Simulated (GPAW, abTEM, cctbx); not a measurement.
# BiB2Ir3: the scripts behind a bonding study

Short scripts, each with its output. The cell comes from substitution in a known structure type and wasn't matched to any measured phase.

### 1. Build the all-electron density and subtract free atoms

```text
cell
1.0
     0.000000000    0.000000000    2.943532930
     5.728278710    0.000000000    0.000000000
    -2.864139360    4.960834890    0.000000000
Bi Ir B
1 3 2
Direct
0.500000000 0.000000000 0.000000000
0.000000000 0.500000000 0.000000000
0.000000000 0.500000000 0.500000000
0.000000000 0.000000000 0.500000000
0.500000000 0.333333330 0.666666670
0.500000000 0.666666670 0.333333330
```

```python
import numpy as np
from ase.io import read
from ase.units import Bohr
from gpaw import GPAW, PW, FermiDirac
from gpaw.calculator import GPAW as OldGPAW
from gpaw.mpi import serial_comm, world
from scipy.special import erfc
from scipy.spatial import cKDTree

atoms = read("cell.vasp")
atoms.calc = GPAW(mode=PW(550), xc="PBE", kpts={"size": (8, 5, 5), "gamma": True},
                 occupations=FermiDirac(0.1), maxiter=120, symmetry={"tolerance": 1e-5}, txt="scf.txt")
atoms.get_potential_energy()
rho = atoms.calc.get_all_electron_density(gridrefinement=2)
moments = atoms.get_magnetic_moments() if atoms.calc.get_number_of_spins() == 2 else np.zeros(len(atoms))
total = atoms.get_magnetic_moment() if moments.any() else 0.0
if world.rank == 0:
    free = OldGPAW(mode=PW(550), xc="PBE", txt=None, communicator=serial_comm)
    neutral = atoms.copy()
    neutral.set_initial_magnetic_moments(None)
    free.initialize(neutral)
    free.set_positions(neutral)
    drho = rho - free.get_all_electron_density(gridrefinement=2)
    # GPAW starts from confined atoms: exchange their smooth part for that of the datasets' free atoms
    h = np.stack(np.meshgrid(*[np.fft.fftfreq(n, 1 / n) for n in drho.shape], indexing="ij"), -1)
    gabs = np.linalg.norm(h @ atoms.cell.reciprocal(), axis=-1)
    tails = np.fft.fftn(free.get_pseudo_density(gridrefinement=2))
    g, form, v0 = np.linspace(0, gabs.max(), 1500), {}, 0
    for e in set(atoms.symbols):
        idx = atoms.symbols.search(e)
        d = free.setups[idx[0]].data
        r, w = d.rgd.r_g * Bohr, d.rgd.r_g**2 * d.rgd.dr_g
        j0 = np.sinc(2 * g[:, None] * r)
        smooth = sum(f * p**2 for f, p in zip(d.f_j, d.phit_jg)) + np.sqrt(4 * np.pi) * d.nct_g
        full = sum(f * p**2 for f, p in zip(d.f_j, d.phi_jg)) + np.sqrt(4 * np.pi) * d.nc_g
        phase = sum(np.exp(-2j * np.pi * h @ s) for s in atoms.get_scaled_positions()[idx])
        tails -= np.interp(gabs, g, j0 @ (smooth * w)) * phase * drho.size / atoms.get_volume()
        form[e] = j0 @ (full * w)
        v0 += 2 * np.pi / 3 * 14.3996 * (full * w * r**2).sum() * len(idx)  # V A^3
    tails *= 0.5 * erfc((gabs - 1.8) / 0.25)  # the tails differ at long wavelengths alone
    drho += np.fft.ifftn(tails).real  # crystal minus superposed spherical free atoms
    np.save("drho.npy", drho)
    dv = atoms.get_volume() / drho.size
    print("grid", drho.shape, " electrons %.3f" % (rho.sum() * dv), " moved by bonding %.3f e" % (abs(drho).sum() * dv / 2))
    pts = np.indices(drho.shape).reshape(3, -1).T / drho.shape @ atoms.cell
    shifts = (np.indices((3, 3, 3)).reshape(3, -1).T - 1) @ atoms.cell
    images = (atoms.positions[None] + shifts[:, None]).reshape(-1, 3)
    dist, idx = cKDTree(images).query(pts, k=4)
    out = drho.ravel()[dist[:, 0] > 0.5]
    print("deformation density beyond 0.5 A of the nuclei: max %.3f, min %.3f e/A^3" % (out.max(), out.min()))
    tie = dist < dist[:, :1] + 1e-4
    q = -np.bincount((idx % len(atoms))[tie], (drho.ravel()[:, None] / tie.sum(1, keepdims=True) * tie)[tie], len(atoms)) * dv
    print("atom        x       y       z   Voronoi charge  moment")
    for a, s, c, m in zip(atoms, atoms.get_scaled_positions(), q, moments):
        print("%-2s%-3d %7.4f %7.4f %7.4f %10.3f %10.2f" % (a.symbol, a.index + 1, *s, c, m))
    np.savez("free.npz", g=g, **form)
    print("mean inner potential of superposed free atoms %.3f V" % (v0 / atoms.get_volume()))
    print("total magnetic moment %.3f muB" % total)
```

```console
$ OMP_NUM_THREADS=1 mpirun -n 4 gpaw python run.py > gpaw.log
```

```text
grid (32, 64, 64)  electrons 324.000  moved by bonding 1.198 e
deformation density beyond 0.5 A of the nuclei: max 0.325, min -0.327 e/A^3
atom        x       y       z   Voronoi charge  moment
Bi1    0.5000  0.0000  0.0000      0.425       0.00
Ir2    0.0000  0.5000  0.0000      0.022       0.00
Ir3    0.0000  0.5000  0.5000      0.022       0.00
Ir4    0.0000  0.0000  0.5000      0.022       0.00
B 5    0.5000  0.3333  0.6667     -0.246       0.00
B 6    0.5000  0.6667  0.3333     -0.246       0.00
mean inner potential of superposed free atoms 30.754 V
total magnetic moment 0.000 muB
```

Time: 16 s on 4 cores of Intel(R) Xeon(R) Platinum 8488C (Sapphire Rapids) (shared host), peak memory 0.86 GiB.

### 2. Fourier-transform the difference

```python
from cctbx import adptbx, crystal, miller, xray
from cctbx.eltbx import tiny_pse
import numpy as np

cs = crystal.symmetry(unit_cell=(5.7283, 5.7283, 2.9435, 90, 90, 120), space_group_symbol='Hall: -P 6 2')  # P6/mmm
atoms = [  # label, site, U (iso, or U11 U22 U33 U12 U13 U23 in A^2), occupancy
    ("Bi1", (0, 0, 0.5), 0.0000, 1),
    ("Ir1", (0.5, 0, 0), 0.0000, 1),
    ("B1", (1/3, 2/3, 0.5), 0.0000, 1),
]
xs = xray.structure(crystal_symmetry=cs)
for label, site, u, occ in atoms:
    u = adptbx.u_cif_as_u_star(cs.unit_cell(), u) if isinstance(u, tuple) else u
    xs.add_scatterer(xray.scatterer(label, site=site, u=u, occupancy=occ))
xs.scattering_type_registry(table="wk1995")
drho = np.load("drho.npy")
T = np.array([[0, 1, 0], [0, 0, 1], [1, 0, 0]])  # conventional axes in terms of the primitive ones
dF = np.fft.ifftn(drho) * 83.64651  # electrons a conventional cell, indexed by primitive hkl
ms = miller.build_set(cs, anomalous_flag=False, d_min=0.9).sort("resolution")
iam = ms.structure_factors_from_scatterers(xs, algorithm="direct").f_calc()
p1 = xs.expand_to_p1()
z = np.array([tiny_pse.table(sc.scattering_type).atomic_number() for sc in p1.scatterers()])
x = np.array(p1.sites_frac())
free = np.load("free.npz")
print("static structure factors of the conventional cell: F in electrons, V (Mott-Bethe) in volts")
print("   h  k  l      d  |F| table  |F| free   |F| DFT   change   |V| free  |V| DFT  change %")
for h, d, table in list(zip(ms.indices(), ms.d_spacings().data(), iam.data()))[:16]:
    df = dF[tuple(np.rint(np.linalg.solve(T, h)).astype(int))]
    phase = np.exp(2j * np.pi * x @ h)
    f = sum(np.interp(1 / d, free["g"], free[sc.scattering_type]) * p for sc, p in zip(p1.scatterers(), phase))
    fz = (z * phase).sum()
    c = 14.3996 * d * d / (np.pi * cs.unit_cell().volume())
    v0, v1 = abs(fz - f) * c, abs(fz - f - df) * c
    print("%4d%3d%3d %7.4f %9.3f %9.3f %9.3f %8.3f %9.3f %8.3f %8s" % (h + (d, abs(table), abs(f), abs(f + df), abs(f + df) - abs(f), v0, v1, "%.1f" % (100 * (v1 / v0 - 1)) if v0 > 0.02 else "-")))
```

```console
$ python run.py
```

```text
static structure factors of the conventional cell: F in electrons, V (Mott-Bethe) in volts
   h  k  l      d  |F| table  |F| free   |F| DFT   change   |V| free  |V| DFT  change %
   1  0  0  4.9609     1.512     1.456     1.132   -0.324     0.614    0.178    -71.0
   0  0  1  2.9435   123.849   123.743   123.763    0.019     6.769    6.759     -0.1
   1  1  0  2.8641    11.108    11.132    11.266    0.134     2.188    2.128     -2.8
   1  0  1  2.5314   133.068   132.965   132.719   -0.246     7.738    7.824      1.1
   2  0  0  2.4804   262.599   262.355   262.185   -0.169    15.726   15.783      0.4
   1  1  1  2.0527   133.189   133.108   133.246    0.138     8.518    8.487     -0.4
   2  0  1  1.8968   118.146   117.939   117.747   -0.192     6.912    6.950      0.5
   2  1  0  1.8750     2.612     2.668     2.787    0.118     0.321    0.344      7.1
   3  0  0  1.6536     8.579     8.645     9.036    0.391     1.102    1.043     -5.3
   2  1  1  1.5814   115.990   115.919   115.939    0.020     5.356    5.353     -0.1
   0  0  2  1.4717   228.458   228.305   228.128   -0.178    11.358   11.379      0.2
   3  0  1  1.4417   117.314   117.262   117.099   -0.163     6.007    6.025      0.3
   2  2  0  1.4321   225.903   225.756   225.624   -0.132    11.041   11.055      0.1
   1  0  2  1.4110     2.671     2.701     2.774    0.073     0.186    0.193      4.3
   3  1  0  1.3759     2.662     2.688     2.693    0.004     0.175    0.176      0.3
   1  1  2  1.3090     7.789     7.812     7.721   -0.092     0.769    0.777      1.1
```

Time: 0.22 s on 1 core of Intel(R) Xeon(R) Platinum 8488C (Sapphire Rapids) (shared host), peak memory 0.08 GiB.

### 3. Propagate a plane wave with and without the bonding term

```python
import abtem
import numpy as np
from ase.build import make_supercell
from ase.io import read

abtem.config.set({"dask.lazy": False, "fft": "fftw", "diagnostics.progress_bar": False})
M = [[0, 1, 0], [0, 1, 2], [1, 0, 0]]  # rows: x, y and beam direction in the primitive cell's axes
unit = make_supercell(read("cell.vasp"), M)
unit.set_cell(list(unit.cell.lengths()) + [90, 90, 90], scale_atoms=True)
unit.positions[:, 2] += 0.7359  # keeps atomic planes off the slice boundaries
unit.wrap()
slab = unit * (2, 2, 204)
print(slab.get_chemical_formula(), "| box %.2f x %.2f x %.2f A" % tuple(slab.cell.lengths()))

# change of the potential by bonding, from the DFT deformation density (Poisson's equation term by term)
drho = np.load("drho.npy")
prim = read("cell.vasp")
h = np.stack(np.meshgrid(*[np.fft.fftfreq(n, 1 / n) for n in drho.shape], indexing="ij"), -1).reshape(-1, 3).astype(int)
g2 = ((h @ prim.cell.reciprocal()) ** 2).sum(1)
keep = (g2 > 0) & (g2 < 2.5**2)
shape = (164, 284, 18)
vg = np.zeros(shape, complex)
hm = h[keep] @ np.array(M).T
move = np.exp(-2j * np.pi * hm[:, 2] * (0.7359 / unit.cell[2, 2] - 0.5 / shape[2]))  # the same shift, sampled at mid-points
vg[tuple(hm.T % np.array(shape)[:, None])] = -14.3996 / np.pi * (np.fft.fftn(drho).ravel() / drho.size)[keep] / g2[keep] * move
dV = np.fft.ifftn(vg).real * vg.size
dV = dV.reshape(164, 284, 2, 9).mean(3) * unit.cell[2, 2] / 2  # V A, projected in each slice
dV = np.tile(dV.transpose(2, 0, 1), (204, 2, 2))


def build(atoms):
    p = abtem.Potential(atoms, gpts=(328, 568), slice_thickness=[slab.cell[2, 2] / 408] * 408,
                        parametrization="lobato", projection="infinite", exit_planes=34).build()
    p.array[:] += BONDING * dV
    return p


sigmas = {'Bi': 0.063, 'Ir': 0.064, 'B': 0.097}  # r.m.s. displacement along each axis, A
u = np.array([sigmas[s] for s in slab.symbols])[:, None]
rng = np.random.default_rng(909)


def potentials():
    for _ in range(3):  # frozen phonons, one configuration at a time
        atoms = slab.copy()
        atoms.positions += u * rng.standard_normal((len(atoms), 3))
        atoms.wrap()
        yield build(atoms)


for label, BONDING in (("IAM", 0.0), ("DFT", 1.0)):
    print("=====", label)
    rng = np.random.default_rng(909)  # the same displacements for both
    potential = build(slab)
    print("grid", potential.gpts, "slices", potential.num_slices)
    thickness = potential.exit_thicknesses
    wave = abtem.PlaneWave(energy=200000)
    dp = np.mean([wave.multislice(p).diffraction_patterns(max_angle="valid").array for p in potentials()], axis=0)
    hkl = [(0, 0, 0), (1, 0, 0), (1, 1, 0), (2, 0, 0), (2, 1, 0), (3, 0, 0), (2, 2, 0)]
    nx, ny = dp.shape[-2:]
    print("intensity of each beam, fraction of the incident wave")
    print("  t (A)" + "".join("%9s" % " ".join(map(str, h)) for h in hkl) + "  diffuse    total")
    grid = np.zeros((nx, ny), bool)
    grid[nx // 2 % 2::2, ny // 2 % 2::2] = True
    for t, a in list(zip(thickness, dp))[1:]:
        idx = [np.rint(np.array(M) @ np.linalg.solve([[0, 1, 0], [0, 0, 1], [1, 0, 0]], h)).astype(int) for h in hkl]
        print("%7.1f" % t + "".join("%9.5f" % a[nx // 2 + i[0] * 2, ny // 2 + i[1] * 2] for i in idx) + "%9.4f%9.4f" % (a[~grid].sum(), a.sum()))
```

```console
$ python run.py
```

```text
B3264Bi1632Ir4896 | box 11.46 x 19.84 x 600.48 A
===== IAM
grid (328, 568) slices 408
intensity of each beam, fraction of the incident wave
  t (A)    0 0 0    1 0 0    1 1 0    2 0 0    2 1 0    3 0 0    2 2 0  diffuse    total
   50.0  0.68566  0.00051  0.00523  0.01371  0.00046  0.00083  0.00086   0.0695   0.9888
  100.1  0.35281  0.00391  0.01680  0.02558  0.00119  0.00235  0.00012   0.1505   0.9729
  150.1  0.11778  0.01477  0.02288  0.02280  0.00140  0.00173  0.00064   0.2469   0.9520
  200.2  0.05363  0.02449  0.02186  0.01251  0.00047  0.00052  0.00015   0.3247   0.9318
  250.2  0.09995  0.02624  0.01679  0.00426  0.00026  0.00055  0.00008   0.3619   0.9164
  300.2  0.16625  0.01777  0.00900  0.00267  0.00181  0.00177  0.00049   0.3730   0.9052
  350.3  0.20249  0.00694  0.00367  0.00644  0.00173  0.00379  0.00098   0.3823   0.8938
  400.3  0.19434  0.00367  0.00056  0.01204  0.00093  0.00435  0.00083   0.3930   0.8822
  450.4  0.13721  0.00562  0.00020  0.01647  0.00016  0.00245  0.00030   0.4099   0.8690
  500.4  0.06553  0.00900  0.00200  0.01602  0.00014  0.00044  0.00057   0.4351   0.8543
  550.4  0.01395  0.01027  0.00432  0.01305  0.00026  0.00067  0.00041   0.4616   0.8390
  600.5  0.00481  0.00863  0.00629  0.00719  0.00019  0.00082  0.00009   0.4840   0.8237
===== DFT
grid (328, 568) slices 408
intensity of each beam, fraction of the incident wave
  t (A)    0 0 0    1 0 0    1 1 0    2 0 0    2 1 0    3 0 0    2 2 0  diffuse    total
   50.0  0.68760  0.00018  0.00469  0.01413  0.00058  0.00068  0.00076   0.0696   0.9888
  100.1  0.36229  0.00335  0.01425  0.02635  0.00174  0.00190  0.00013   0.1513   0.9727
  150.1  0.12920  0.01564  0.01764  0.02326  0.00213  0.00158  0.00068   0.2489   0.9514
  200.2  0.04519  0.02906  0.01604  0.01306  0.00092  0.00054  0.00010   0.3284   0.9308
  250.2  0.05745  0.03381  0.01336  0.00480  0.00028  0.00031  0.00011   0.3680   0.9148
  300.2  0.10150  0.02458  0.01017  0.00215  0.00189  0.00103  0.00037   0.3841   0.9024
  350.3  0.14382  0.01067  0.00785  0.00360  0.00182  0.00246  0.00081   0.4009   0.8891
  400.3  0.16864  0.00409  0.00439  0.00761  0.00102  0.00333  0.00079   0.4144   0.8762
  450.4  0.15234  0.00305  0.00158  0.01226  0.00017  0.00214  0.00031   0.4261   0.8631
  500.4  0.10321  0.00429  0.00013  0.01453  0.00009  0.00037  0.00059   0.4439   0.8489
  550.4  0.04461  0.00519  0.00060  0.01529  0.00023  0.00054  0.00070   0.4669   0.8337
  600.5  0.00706  0.00498  0.00194  0.01181  0.00032  0.00068  0.00006   0.4910   0.8178
```

Time: 1.9 min.

### 4. Scan a probe

```python
import abtem
import numpy as np
from ase.build import make_supercell
from ase.io import read

abtem.config.set({"dask.lazy": False, "fft": "fftw", "diagnostics.progress_bar": False})
M = [[0, 1, 0], [0, 1, 2], [1, 0, 0]]  # rows: x, y and beam direction in the primitive cell's axes
unit = make_supercell(read("cell.vasp"), M)
unit.set_cell(list(unit.cell.lengths()) + [90, 90, 90], scale_atoms=True)
unit.positions[:, 2] += 0.7359  # keeps atomic planes off the slice boundaries
unit.wrap()
slab = unit * (3, 2, 10)
print(slab.get_chemical_formula(), "| box %.2f x %.2f x %.2f A" % tuple(slab.cell.lengths()))

# change of the potential by bonding, from the DFT deformation density (Poisson's equation term by term)
drho = np.load("drho.npy")
prim = read("cell.vasp")
h = np.stack(np.meshgrid(*[np.fft.fftfreq(n, 1 / n) for n in drho.shape], indexing="ij"), -1).reshape(-1, 3).astype(int)
g2 = ((h @ prim.cell.reciprocal()) ** 2).sum(1)
keep = (g2 > 0) & (g2 < 2.5**2)
shape = (42, 72, 18)
vg = np.zeros(shape, complex)
hm = h[keep] @ np.array(M).T
move = np.exp(-2j * np.pi * hm[:, 2] * (0.7359 / unit.cell[2, 2] - 0.5 / shape[2]))  # the same shift, sampled at mid-points
vg[tuple(hm.T % np.array(shape)[:, None])] = -14.3996 / np.pi * (np.fft.fftn(drho).ravel() / drho.size)[keep] / g2[keep] * move
dV = np.fft.ifftn(vg).real * vg.size
dV = dV.reshape(42, 72, 2, 9).mean(3) * unit.cell[2, 2] / 2  # V A, projected in each slice
dV = np.tile(dV.transpose(2, 0, 1), (10, 3, 2))


def build(atoms):
    p = abtem.Potential(atoms, gpts=(126, 144), slice_thickness=[slab.cell[2, 2] / 20] * 20,
                        parametrization="lobato", projection="infinite", exit_planes=10).build()
    p.array[:] += BONDING * dV
    return p


def potentials():
    yield build(slab)  # atoms at rest


for label, BONDING in (("IAM", 0.0), ("DFT", 1.0)):
    print("=====", label)
    potential = build(slab)
    print("grid", potential.gpts, "slices", potential.num_slices)
    thickness = potential.exit_thicknesses
    probe = abtem.Probe(energy=200000, semiangle_cutoff=18)
    probe.grid.match(potential)
    print("wavelength %.5f A, largest angle on the grid %.0f mrad" % (probe.wavelength, min(probe.cutoff_angles)))
    detectors = {"ABF": (9, 18), "BF": (0, 9), "LAADF": (22, 58)}  # mrad
    columns = [  # name, x, y (A)
        ("Bi", 0.000, 0.000),
        ("Ir", 2.864, 0.000),
        ("B", 0.000, 3.307),
        ("void", 1.432, 0.827),
    ]
    scan = abtem.GridScan(start=(0.0000, 0.0000), end=(5.7283, 9.9217), gpts=(17, 30), endpoint=False)
    dets = [abtem.AnnularDetector(*v) for v in detectors.values()] + [abtem.PixelatedDetector(max_angle=27)]
    runs = [probe.scan(p, scan=scan, detectors=dets, max_batch=32) for p in potentials()]
    out = [sum(x[1:], x[0]) / len(x) for x in zip(*runs)]
    images = dict(zip(detectors, out))
    images["iCOM"] = out[-1].center_of_mass().integrate_gradient()
    np.save(label + "_pacbed.npy", out[-1].array.mean(axis=(1, 2)))
    print("PACBED pixel %.3f x %.3f mrad" % out[-1].angular_sampling)
    for name, im in images.items():
        im = im.interpolate(sampling=0.1, boundary="periodic").gaussian_filter(0.35)
        np.save(label + "_" + name + ".npy", im.array)
        print(name, "signal at the columns" + (", fraction of the beam" if name in detectors else ""))
        print("  t (A)     mean" + "".join("%10s" % c[0][:9] for c in columns))
        for t, a in list(zip(thickness, im.array))[1:]:
            at = [a[round((x - 0.0000) / im.sampling[0]) % a.shape[0], round((y - 0.0000) / im.sampling[1]) % a.shape[1]] for _, x, y in columns]
            print("%7.1f %8.5f" % (t, a.mean()) + "".join("%10.5f" % v for v in at))
```

```console
$ python run.py
```

```text
B240Bi120Ir360 | box 17.18 x 19.84 x 29.44 A
===== IAM
grid (126, 144) slices 20
wavelength 0.02508 A, largest angle on the grid 61 mrad
PACBED pixel 1.459 x 1.264 mrad
ABF signal at the columns, fraction of the beam
  t (A)     mean        Bi        Ir         B      void
   14.7  0.64064   0.42467   0.43088   0.68008   0.69261
   29.4  0.59418   0.36570   0.40672   0.63248   0.66746
BF signal at the columns, fraction of the beam
  t (A)     mean        Bi        Ir         B      void
   14.7  0.23579   0.12319   0.11672   0.27646   0.27371
   29.4  0.23682   0.18762   0.16610   0.27565   0.26383
LAADF signal at the columns, fraction of the beam
  t (A)     mean        Bi        Ir         B      void
   14.7  0.07225   0.23965   0.24679   0.02691   0.01754
   29.4  0.08160   0.16132   0.14646   0.05587   0.03691
iCOM signal at the columns
  t (A)     mean        Bi        Ir         B      void
   14.7  0.03627   0.08528   0.07881   0.03897   0.01615
   29.4  0.03627   0.09918   0.08106   0.05230   0.00732
===== DFT
grid (126, 144) slices 20
wavelength 0.02508 A, largest angle on the grid 61 mrad
PACBED pixel 1.459 x 1.264 mrad
ABF signal at the columns, fraction of the beam
  t (A)     mean        Bi        Ir         B      void
   14.7  0.64054   0.42395   0.43075   0.68056   0.69254
   29.4  0.59402   0.36369   0.40630   0.63444   0.66725
BF signal at the columns, fraction of the beam
  t (A)     mean        Bi        Ir         B      void
   14.7  0.23575   0.12351   0.11657   0.27625   0.27376
   29.4  0.23681   0.18880   0.16619   0.27475   0.26400
LAADF signal at the columns, fraction of the beam
  t (A)     mean        Bi        Ir         B      void
   14.7  0.07238   0.23977   0.24708   0.02688   0.01759
   29.4  0.08187   0.16162   0.14699   0.05574   0.03706
iCOM signal at the columns
  t (A)     mean        Bi        Ir         B      void
   14.7  0.03512   0.08733   0.07685   0.03563   0.01577
   29.4  0.03512   0.10437   0.07826   0.04686   0.00768
```

Time: 16 s.

[Outputs are excerpts: Python notices, other lines and further rows are left out; steps that failed or that the build refused (PBEsol, TPSS) are not shown.]

[Logs are printed without paths, hosts, clocks, repeated set-up lines and the standing remarks that a program may print on its own settings, such as how far it seeks lower states.]
